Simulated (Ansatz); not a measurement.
# BeBi3 (built on the sites of a database entry of SrBi3): following an unstable mode, part 2 of 2

Aim: this structure of BeBi3 (built on the sites of a database entry of SrBi3) is to be tested for unstable modes, and one is followed downhill.

Ansatz 0.2.0; DFT PBEsol, scalar-relativistic, plane waves, norm-conserving pseudopotentials.

So far, highest frequency on the path or at a solved wavevector (cm⁻¹): step 2 (response at finite wavevector) 109. Also lowest frequency on the path (cm⁻¹): step 2 -158.

The structure was built from a prototype and need not be the compound's stable phase.

### Step 6. Relaxation from the frozen mode

Starting from the lowest point found, all atoms and the cell are let go, so that strain and other modes of the same symmetry can join in.

input.yaml reads:

```yaml
crystal:
  lattice:
    - [4.7310176949, 0.0, 0.0]
    - [0.0, 4.7310176949, 0.0]
    - [0.0, 0.0, 4.7310176949]
  atoms:
    - { symbol: Be, position: [-0.0732210666, 0.0732210666, 0.0732210666] }
    - { symbol: Bi, position: [0.5008644367, 0.4991355633, -0.0014287512] }
    - { symbol: Bi, position: [0.5008644367, -0.0014287512, 0.4991355633] }
    - { symbol: Bi, position: [0.0014287512, 0.4991355633, 0.4991355633] }
kpoints:
  mp_grid: { grid: [10, 10, 10] }
hamiltonian:
  xc: pbesol
  pseudopotentials: { kind: nc }
scf:
  occupations: { method: methfessel_paxton, width: 0.2 }
output:
  forces: true
  stress: true
  eigenvalues: true
relax:
  adjacent_minimum: "off"
  f_tol: 0.002
  max_steps: 120
  cell: { stress_tol: 0.03 }
```

Launch:

```
ansatz run input.yaml --threads 8 --pin off --max-ram 14336MiB --backend cpu --events-out ev --progress --plain --runs-dir out
```

Numbers of over 12 decimals in the logs are rounded to 6 here.

The program printed:

```text
[...]
Crystal: 4 atoms, lattice volume = 105.892 Å³
Basis set: ecut = 1197.300995 eV, 9939 PW (Γ), exchange–correlation on 108×108×108 points (8 copies of the dense FFT grid, shifted against one another)
Bands: 30, of which v1, the nominal top of the filled ones, is band 25 counted from 1 (24 counted from 0)
Symmetry: 6 space group operations
[...]
k-points: 116 of 1000 (time reversal used)
[...]
SCF iter   1: F=—  HF=-7043.760271 eV  |F-HF|=—  |Δ(HF+E_count)|=         —  Δρ=1.53e-2  dr2=7.28e-1  ethr=3.10e-3  ⟨swp⟩=6.2  Hψ=14750  notcnv=0
[...]
SCF iter   8: F=-7043.572735 eV  HF=-7043.572735 eV  |F-HF|=4.97e-9  |Δ(HF+E_count)|=   3.93e-8  S|Δr|=    0.00e0  Δρ=3.29e-6  dr2=1.04e-8  ethr=2.04e-10  ⟨swp⟩=8.9  Hψ=17220  notcnv=0
SCF 1 converged in 8 iterations: F = -7043.572735 eV  dr2 = 1.04e-8
relax step   1: F+E_penalty+E_count = -7043.57273531 eV  Δ(F+E_penalty+E_count) = +0.000e0 eV  max|allowed force component| = 1.256e-1 eV/Å  Δτ_max = 0.0000 Å  P = +0.829 GPa  Ω = 105.892 Å³  (8 SCF iters, dr2 threshold 1.00e-7 eV, accepted)
Crystal: 4 atoms, lattice volume = 110.428 Å³
Basis set: ecut = 1197.300995 eV, 10389 PW (Γ), exchange–correlation on 108×108×108 points (8 copies of the dense FFT grid, shifted against one another)
[...]
iter 1 solved again at ethr=7.72e-5 eV; its pass at ethr=3.10e-3 eV (dr2=3.78e-2 eV) is discarded
[...]
SCF iter   6: F=-7043.638455 eV  HF=-7043.638455 eV  |F-HF|=3.24e-8  |Δ(HF+E_count)|=   2.38e-7  S|Δr|=    0.00e0  Δρ=1.08e-5  dr2=1.94e-7  ethr=8.16e-10  ⟨swp⟩=8.4  Hψ=19272  notcnv=0
SCF 2 converged in 6 iterations: F = -7043.638455 eV  dr2 = 1.94e-7
relax step   2: F+E_penalty+E_count = -7043.63845468 eV  Δ(F+E_penalty+E_count) = -6.572e-2 eV  max|allowed force component| = 1.374e-1 eV/Å  Δτ_max = 0.1785 Å  P = -0.643 GPa  Ω = 110.428 Å³  energy of the carried Pulay correction = -1.095e-4 eV  (6 SCF iters, dr2 threshold 4.00e-7 eV, accepted)
Crystal: 4 atoms, lattice volume = 109.811 Å³
Basis set: ecut = 1197.300995 eV, 10379 PW (Γ), exchange–correlation on 108×108×108 points (8 copies of the dense FFT grid, shifted against one another)
[...]
SCF iter   7: F=-7043.648538 eV  HF=-7043.648538 eV  |F-HF|=3.25e-9  |Δ(HF+E_count)|=   6.42e-8  S|Δr|=    0.00e0  Δρ=6.93e-6  dr2=7.11e-8  ethr=8.16e-10  ⟨swp⟩=7.1  Hψ=18144  notcnv=0
SCF 3 converged in 7 iterations: F = -7043.648538 eV  dr2 = 7.11e-8
relax step   3: F+E_penalty+E_count = -7043.64853824 eV  Δ(F+E_penalty+E_count) = -1.008e-2 eV  max|allowed force component| = 1.328e-1 eV/Å  Δτ_max = 0.1900 Å  P = +1.196 GPa  Ω = 109.811 Å³  energy of the carried Pulay correction = -9.490e-5 eV  (7 SCF iters, dr2 threshold 4.00e-7 eV, accepted)
[...]
relax step   4: F+E_penalty+E_count = -7043.66272307 eV  Δ(F+E_penalty+E_count) = -1.418e-2 eV  max|allowed force component| = 2.255e-2 eV/Å  Δτ_max = 0.0651 Å  P = -0.193 GPa  Ω = 111.354 Å³  energy of the carried Pulay correction = -1.313e-4 eV  (6 SCF iters, dr2 threshold 4.00e-7 eV, accepted)
[...]
relax step   5: F+E_penalty+E_count = -7043.66327168 eV  Δ(F+E_penalty+E_count) = -5.486e-4 eV  max|allowed force component| = 2.683e-3 eV/Å  Δτ_max = 0.0102 Å  P = -0.020 GPa  Ω = 111.179 Å³  energy of the carried Pulay correction = -1.272e-4 eV  (5 SCF iters, dr2 threshold 1.14e-7 eV, accepted)
[...]
relax step   6: F+E_penalty+E_count = -7043.66328265 eV  Δ(F+E_penalty+E_count) = -1.097e-5 eV  max|allowed force component| = 2.797e-3 eV/Å  Δτ_max = 0.0003 Å  P = -0.002 GPa  Ω = 111.155 Å³  energy of the carried Pulay correction = -1.267e-4 eV  (5 SCF iters, dr2 threshold 2.67e-9 eV, accepted)
[...]
relax step   7: F+E_penalty+E_count = -7043.66328880 eV  Δ(F+E_penalty+E_count) = -6.153e-6 eV  max|allowed force component| = 2.599e-5 eV/Å  Δτ_max = 0.0004 Å  P = -0.000 GPa  Ω = 111.147 Å³  energy of the carried Pulay correction = -1.265e-4 eV  (5 SCF iters, dr2 threshold 4.89e-10 eV, accepted)
Basis set: ecut = 1197.300995 eV, 10451 PW (Γ), exchange–correlation on 120×120×120 points (8 copies of the dense FFT grid, shifted against one another)
[...]
SCF iter   1: F=—  HF=-7043.663748 eV  |F-HF|=—  |Δ(HF+E_count)|=         —  Δρ=7.08e-5  dr2=2.02e-7  ethr=4.60e-7  ⟨swp⟩=4.2  Hψ=26595  notcnv=0
eigensolver tolerance schedule: the retry pair's looser diagonalisation over-reported the residual by 1112.56 of it (diagonalisation noise at 0.20 of the residual, at the tolerance the schedule requests for it); recorded, not acted on — ethr = c·dr2/N_el stays at c = 1.0e-1
SCF iter   2: F=—  HF=-7043.663643 eV  |F-HF|=—  |Δ(HF+E_count)|=   1.05e-4  S|Δr|=    0.00e0  Δρ=3.54e-5  dr2=5.56e-8  ethr=4.13e-10  ⟨swp⟩=3.2  Hψ=7973  notcnv=0
[...]
SCF iter   5: F=-7043.663643 eV  HF=-7043.663643 eV  |F-HF|=4.55e-12  |Δ(HF+E_count)|=  2.27e-11  S|Δr|=    0.00e0  Δρ=4.72e-8  dr2=5.89e-12  ethr=1.00e-12  ⟨swp⟩=6.8  Hψ=19601  notcnv=0
SCF 8 converged in 5 iterations: F = -7043.663643 eV  dr2 = 5.89e-12
relax step   8: F+E_penalty+E_count = -7043.66364280 eV  Δ(F+E_penalty+E_count) = -3.540e-4 eV  max|allowed force component| = 2.823e-5 eV/Å  Δτ_max = 0.0000 Å  P = +0.009 GPa  Ω = 111.147 Å³  stress off target by 1.70e-2 GPa  SCF on the basis re-selected at this cell (its energy is not comparable with the rows above)  (5 SCF iters)
basis re-selected at this cell: Δ(F+E_penalty+E_count) = -3.540e-4 eV, ΔP = +0.009 GPa vs the last step (what re-selecting the basis moved, of the pressure what is left beyond the Pulay correction that the steps carried, after the strain that the cell walked since its last selection, with what the two solves' SCF thresholds leave and, on support functions, any second-order correction that the steps lacked; it is no measure of the basis error at this ecutwfc). The dense FFT grid was sized anew with the basis: this SCF ran on 60×60×60 points, the steps before it on 54×54×54, so part of this shift can come from that change (see relax.cell in the input reference). [rest of the remark cut]
SCF converged after 5 iterations
[...]
Free energy (F): -7043.663643 eV
[...]
Internal energy: -7043.662356 eV  (E = F + TS)
E sigma→0 (E₀):  -7043.663321 eV
Entropy (-TS):   -0.001286 eV (-0.322 meV/atom)
Fermi energy:    10.186774 eV
[...]
--- Forces (eV/Å), atoms counted from 1 ---
  atom   1  Be     0.00001923    -0.00001923    -0.00001923
  atom   2  Bi     0.00000435    -0.00000435     0.00002833
  atom   3  Bi     0.00000435     0.00002833    -0.00000435
  atom   4  Bi    -0.00002833    -0.00000435    -0.00000435
  max |Σ_I F_I| component: 4.02e-7 eV/Å
--- Stress (GPa, compression-positive) ---
        0.008974      -0.004016      -0.004016
       -0.004016       0.008974       0.004016
       -0.004016       0.004016       0.008974
  P = ⅓ Tr σ = 0.0090 GPa (0.090 kbar)
--- Band table (eV; the first three rows and the last of 116) ---
  k-point 0: bands = [... 21 lower, 6.4542, 9.4475, 10.5312, 10.5312, 11.7291, 12.3118, 12.4805, 12.4805, ... 1 higher]
  k-point 1: bands = [... 21 lower, 6.5537, 9.5978, 10.3011, 10.3471, 11.5227, 12.0737, 12.4006, 12.5022, ... 1 higher]
  k-point 2: bands = [... 21 lower, 6.8190, 9.7829, 9.7985, 10.0707, 11.0063, 11.5770, 12.3308, 12.5531, ... 1 higher]
  k-point 115: bands = [... 21 lower, 5.7773, 5.7773, 9.1508, 13.9737, 13.9737, 14.4120, 14.4120, 14.9719, ... 1 higher]
--- Relaxed structure (7 steps of the walk, 7 accepted, 1 SCFs on fresh bases) ---
  F+E_penalty+E_count = -7043.66364280 eV   max|allowed force component| = 2.823e-5 eV/Å   (the final SCF, on the basis selected at the relaxed cell)
  cell:  # Å, volume = 111.1470 Å³
    - [4.809008, -0.069390, -0.069390]
    - [-0.069390, 4.809008, 0.069390]
    - [-0.069390, 0.069390, 4.809008]
  atoms:
    - { symbol: Be, position: [-0.111498, 0.111498, 0.111498] }
    - { symbol: Bi, position: [0.510417, 0.489583, -0.020601] }
    - { symbol: Bi, position: [0.510417, -0.020601, 0.489583] }
    - { symbol: Bi, position: [0.020601, 0.489583, 0.489583] }
```

Wall time 2.1 min (8 threads of Arm Neoverse V2, shared host); peak memory 1.8 GiB; 17 min of CPU time.

Relaxation path:

| step | energy less that of the first step (eV) | largest force component (eV/Å) | pressure (GPa) | volume (Å³) |
| --- | --- | --- | --- | --- |
| 1 | 0.0000 | 0.1256 | 0.83 | 105.89 |
| 2 | -0.0657 | 0.1374 | -0.64 | 110.43 |
| 3 | -0.0758 | 0.1328 | 1.20 | 109.81 |
| 4 | -0.0900 | 0.0226 | -0.19 | 111.35 |
| 5 | -0.0905 | 0.0027 | -0.02 | 111.18 |
| 6 | -0.0905 | 0.0028 | 0.00 | 111.16 |
| 7 | -0.0906 | 0.0000 | 0.00 | 111.15 |
| 8* | -0.0909 | 0.0000 | 0.01 | 111.15 |

Relaxation steps marked * repeat the geometry before them on a plane-wave basis chosen anew for their cell, so energy and pressure can jump there.

The run keeps the 6 symmetry operations that it works with, so distortions that break them were not tested.

| conventional cell, symmetrised | before | after | change |
| --- | --- | --- | --- |
| a (Å) | 6.691 | 6.703 | +0.2 % |
| b (Å) | 6.691 | 6.703 | +0.2 % |
| c (Å) | 8.194 | 8.570 | +4.6 % |
| volume (Å³/atom) | 26.47 | 27.79 | +5.0 % |

The atoms that moved most (Å, as changes of fractional coordinates times the final cell):

| atom | dx | dy | dz | length |
| --- | --- | --- | --- | --- |
| Be1 | -0.189 | 0.189 | 0.189 | 0.328 |
| Bi2 | 0.048 | -0.048 | -0.094 | 0.116 |
| Bi3 | 0.048 | -0.094 | -0.048 | 0.116 |
| Bi4 | 0.094 | -0.048 | -0.048 | 0.116 |

Final coordinates:

```cif
data_structure
_symmetry_space_group_name_H-M 'P 1'
_symmetry_Int_Tables_number 1
_cell_length_a 4.8100
_cell_length_b 4.8100
_cell_length_c 4.8100
_cell_angle_alpha 88.335
_cell_angle_beta 91.665
_cell_angle_gamma 91.665
_cell_volume 111.15
loop_
_atom_site_label
_atom_site_type_symbol
_atom_site_fract_x
_atom_site_fract_y
_atom_site_fract_z
_atom_site_occupancy
Be1 Be 0.88850 0.11150 0.11150 1
Bi2 Bi 0.51042 0.48958 0.97940 1
Bi3 Bi 0.51042 0.97940 0.48958 1
Bi4 Bi 0.02060 0.48958 0.48958 1
```

This step gave:

```
pressure        : 0.008974 GPa
volume per atom : 27.79 Å³
```

The distorted start has space group R3m; the relaxation ends in R3m.

### Step 7. The new phase in its own primitive cell

The relaxed structure is symmetrised, reduced to its primitive cell and relaxed tightly, as its phonons need.

input.yaml, the sections that differ from step 6:

```yaml
crystal:
  lattice:
    - [3.3514160076, 1.9349409342, 2.856607335]
    - [-3.3514160076, 1.9349409342, 2.856607335]
    - [0.0, -3.8698818683, 2.856607335]
  atoms:
    - { symbol: Be, position: [0.8885019236, 0.8885019236, 0.8885019236] }
    - { symbol: Bi, position: [0.5104167492, 0.020601136, 0.5104167492] }
    - { symbol: Bi, position: [0.020601136, 0.5104167492, 0.5104167492] }
    - { symbol: Bi, position: [0.5104167492, 0.5104167492, 0.020601136] }
kpoints:
  mp_grid: { grid: [9, 9, 9] }
relax:
  adjacent_minimum: "off"
  f_tol: 0.001
  max_steps: 60
  cell: { stress_tol: 0.01 }
# hamiltonian, scf, output: as in step 6
```

The program printed:

```text
[...]
Crystal: 4 atoms, lattice volume = 111.147 Å³
Basis set: ecut = 1197.300995 eV, 10451 PW (Γ), exchange–correlation on 120×120×120 points (8 copies of the dense FFT grid, shifted against one another)
Bands: 30, of which v1, the nominal top of the filled ones, is band 25 counted from 1 (24 counted from 0)
Symmetry: 6 space group operations
[...]
--- Relaxed structure (3 steps of the walk, 2 accepted, 1 SCFs on fresh bases) ---
[...]
cell:  # Å, volume = 111.2263 Å³
    - [3.351942, 1.935245, 2.857749]
    - [-3.351942, 1.935245, 2.857749]
    - [0, -3.870489, 2.857749]
  atoms:
    - { symbol: Be, position: [0.888371, 0.888371, 0.888371] }
    - { symbol: Bi, position: [0.510582, 0.020401, 0.510582] }
    - { symbol: Bi, position: [0.020401, 0.510582, 0.510582] }
    - { symbol: Bi, position: [0.510582, 0.510582, 0.020401] }
[key lines of the parts left out:]
SCF converged after 7 iterations
Free energy (F): -7043.656773 eV
Fermi energy:    10.195700 eV
P = ⅓ Tr σ = 0.0054 GPa (0.054 kbar)
```

It took 55 s on 8 threads; peak memory 1.6 GiB; 7.3 min of CPU time.

Little changed from the start: no atom moved by 0.005 Å and no cell edge by 0.1 %.

This step gave:

- pressure: 0.005384 GPa
- volume per atom: 27.81 Å³

The largest force component left is 0.87 meV/Å and the pressure is 0.005 GPa, within the tolerances set. The cell now holds 27.81 Å³/atom.

### Step 8. Modes of the new phase, k-mesh 9×9×9

A relaxed structure may still be a saddle point, so its zone-centre modes are computed. No field response is asked, since the mesh shows no gap.

input.yaml, the sections that differ from step 7:

```yaml
crystal:
  lattice:
    - [3.3519419299, 1.9352445756, 2.8577489692]
    - [-3.3519419299, 1.9352445756, 2.8577489692]
    - [0.0, -3.8704891511, 2.8577489692]
  atoms:
    - { symbol: Be, position: [0.8883709631, 0.8883709631, 0.8883709631] }
    - { symbol: Bi, position: [0.5105823153, 0.0204009642, 0.5105823153] }
    - { symbol: Bi, position: [0.0204009642, 0.5105823153, 0.5105823153] }
    - { symbol: Bi, position: [0.5105823153, 0.5105823153, 0.0204009642] }
output:
  eigenvalues: true
phonons:
  method: dfpt
# kpoints, hamiltonian, scf: as in step 7
# relax: removed
```

The program printed:

```text
[...]
Crystal: 4 atoms, lattice volume = 111.226 Å³
Basis set: ecut = 1197.300995 eV, 10451 PW (Γ), exchange–correlation on 120×120×120 points (8 copies of the dense FFT grid, shifted against one another)
Bands: 30, of which v1, the nominal top of the filled ones, is band 25 counted from 1 (24 counted from 0)
Symmetry: 6 space group operations
k-points: 365 of 729 (irreducible under 1 space group operation, time reversal used)
[...]
SCF iter   1: F=—  HF=-7043.974127 eV  |F-HF|=—  |Δ(HF+E_count)|=         —  Δρ=1.94e-2  dr2=1.21e0  ethr=3.10e-3  ⟨swp⟩=6.4  Hψ=47074  notcnv=0
[...]
SCF iter  12: F=-7043.656773 eV  HF=-7043.656773 eV  |F-HF|=9.09e-13  |Δ(HF+E_count)|=  1.18e-11  S|Δr|=    0.00e0  Δρ=5.06e-8  dr2=2.74e-12  ethr=1.00e-12  ⟨swp⟩=10.3  Hψ=63664  notcnv=0
SCF 1 converged in 12 iterations: F = -7043.656773 eV  dr2 = 2.74e-12
DFPT response loops at Γ: preconditioner auto → Kerker (q_TF=auto, 2.380 Å⁻¹) (partly filled bands, converged f_vac=0.000); β = 1.00, the filter's whole step (`scf.mixing.beta` (0.50) is not read by the response loops under this deck's `scf.mixing.preconditioner`; to damp them name `kerker` or `kerker_dos`, under which they read `scf.mixing.beta`, and type it under 1.00, their step now; both keys bind the ground state too); Broyden in place of MSR1
the run's response loops start from zero, take more passes and end by a threshold: the memory limit or budget leaves too little room for the subspace of the ground state's own states beside the solves, or none could be made (phonons.method)
SCF converged after 12 iterations
[...]
Free energy (F): -7043.656773 eV
[...]
Internal energy: -7043.653817 eV  (E = F + TS)
E sigma→0 (E₀):  -7043.656034 eV
Entropy (-TS):   -0.002956 eV (-0.739 meV/atom)
Fermi energy:    10.195700 eV
[...]
--- Band table (eV; the first three rows and the last of 365) ---
  k-point 0: bands = [... 21 lower, 6.4441, 9.4424, 10.5171, 10.5171, 11.7164, 12.2993, 12.4718, 12.4718, ... 1 higher]
  k-point 1: bands = [... 21 lower, 6.5660, 9.6257, 10.2397, 10.2929, 11.4660, 12.0149, 12.3752, 12.4945, ... 1 higher]
  k-point 2: bands = [... 21 lower, 6.8819, 9.6599, 9.6686, 10.1374, 10.8505, 11.4681, 12.3209, 12.5690, ... 1 higher]
  k-point 364: bands = [... 21 lower, 7.6603, 8.4231, 9.1793, 9.8366, 10.5713, 11.3795, 12.7025, 13.1584, ... 1 higher]
--- Phonons (Γ-DFPT): 4 representative perturbations + reference, on 365 of 729 k-points (Σ response iterations 33) ---
  k mesh reduced under 1 symmetry operation, with k and −k counted as one. Each operation leaves every solved perturbation unchanged. A smaller set is not used because it would not reduce the number of displacements times k-points to solve
  ASR residual: 7.246e-5 → 0.000e0 eV/Å²; symmetrization residual: 2.107e-5 eV/Å²
  ASR residual per site (eV/Å²): 7.25e-5 5.67e-5 5.67e-5 5.67e-5
[...]
non-analytic LO–TO correction: not included (Born effective charges unavailable; polar crystals: no LO–TO splitting at Γ)
```

It took 10 min on 8 threads; peak memory 13 GiB; 79 min of CPU time.

Numbers from this step:

| Item | Value |
| --- | --- |
| sum-rule residual before enforcement | 7.25e-5 eV/Å² |
| point group | 3m |
| highest optical mode at the zone centre (no LO-TO term) | 225.0 cm⁻¹ |
| lowest optical zone-centre mode | -66.53 cm⁻¹ |

Patterns of degenerate modes are one choice out of their space. Modes at Γ, with each element's share of the kinetic energy (negative means imaginary):

| mode | frequency (cm⁻¹) | symmetry | Be % | Bi % |
| --- | --- | --- | --- | --- |
| 1 | -66.5 | E | 20 | 80 |
| 2 | -66.5 | E | 20 | 80 |
| 3 | -17.6 | A2 | 0 | 100 |
| 4 | 0.0 | acoustic | 1 | 99 |
| 5 | 0.0 | acoustic | 1 | 99 |
| 6 | 0.0 | acoustic | 1 | 99 |
| 7 | 81.6 | E | 0 | 100 |
| 8 | 81.6 | E | 0 | 100 |
| 9 | 87.1 | A1 | 4 | 96 |
| 10 | 172.2 | E | 79 | 21 |
| 11 | 172.2 | E | 79 | 21 |
| 12 | 225.0 | A1 | 95 | 5 |

Displacements in mode 1 (-66.5 cm⁻¹), the largest set to 1:
```
Be1  0.32  1.00  0.00
Bi2 -0.10 -0.12 -0.06
Bi3  0.13 -0.04 -0.22
Bi4 -0.05  0.12  0.29
```

Displacements in mode 9 (87.1 cm⁻¹), the largest set to 1:
```
Be1  0.00  0.00  1.00
Bi2  0.53 -0.31 -0.01
Bi3 -0.53 -0.31 -0.01
Bi4  0.00  0.62 -0.01
```

Before it was imposed, the acoustic sum rule was missed by 7.2e-5 eV/Å². Small misses are needed for a sound result but don't prove that mesh and cutoff are converged. The lowest optical mode is imaginary, 66.5i cm⁻¹, so the energy falls along it.

### Step 9. Outcome

- unstable mode of the parent: q = (0, 0, 0), 158i cm⁻¹
- depth at the lowest point sampled: 27.3 meV/atom
- largest atomic shift at that point: 0.6 Å
- space group reached (within 0.01 Å): R3m
- energy gained over the parent (first relaxation, on the mesh of the frozen mode): 50.0 meV/atom
- volume per atom, phase reached: 27.8 Å³
- lowest optical zone-centre mode, phase reached: -66.5 cm⁻¹
- highest optical mode at the zone centre (no LO-TO term), phase reached: 225 cm⁻¹

What this shows: Along this mode the structure falls into R3m, 50.0 meV/atom below the parent. At the parent's cell the well is 27.26 meV/atom deep on the steps tried, with its lowest point at a shift of 0.6 Å. That is the last step tried, so the steps alone don't bracket the bottom of the well. Relaxing atoms and cell changes the gain by +22.74 meV/atom against the lowest step (energies at zero smearing). The new phase still has an imaginary mode at the zone centre of its cell, so it is a saddle point on the way to a lower structure. Of the 2 patterns followed to their end from this parent, this one ends 84.6 meV/atom above the lowest, P4mm. Each path keeps the symmetry of its pattern, so a lower phase may lie along a pattern not tried. With no gap, or one that is small against the smearing, the frequencies hang on the k mesh and the smearing, most of all near Kohn anomalies. The phonon runs are without spin polarisation, although the cell has an odd electron count. Spin-orbit coupling is left out, which can matter for the heavy elements here. A phonon run warned that its eigensolver left some bands unconverged in a pass. The starting cell was built on a prototype and not taken from a measurement, so the phase need not exist.

[Logs are printed without paths, hosts, clocks, repeated set-up lines and the standing remarks that a program may print on its own settings, such as how far it seeks lower states.]

[Hosts, paths, dates, database ids (printed as entryN), source tags and the programs' standing remarks are cut or masked in the printed files.]
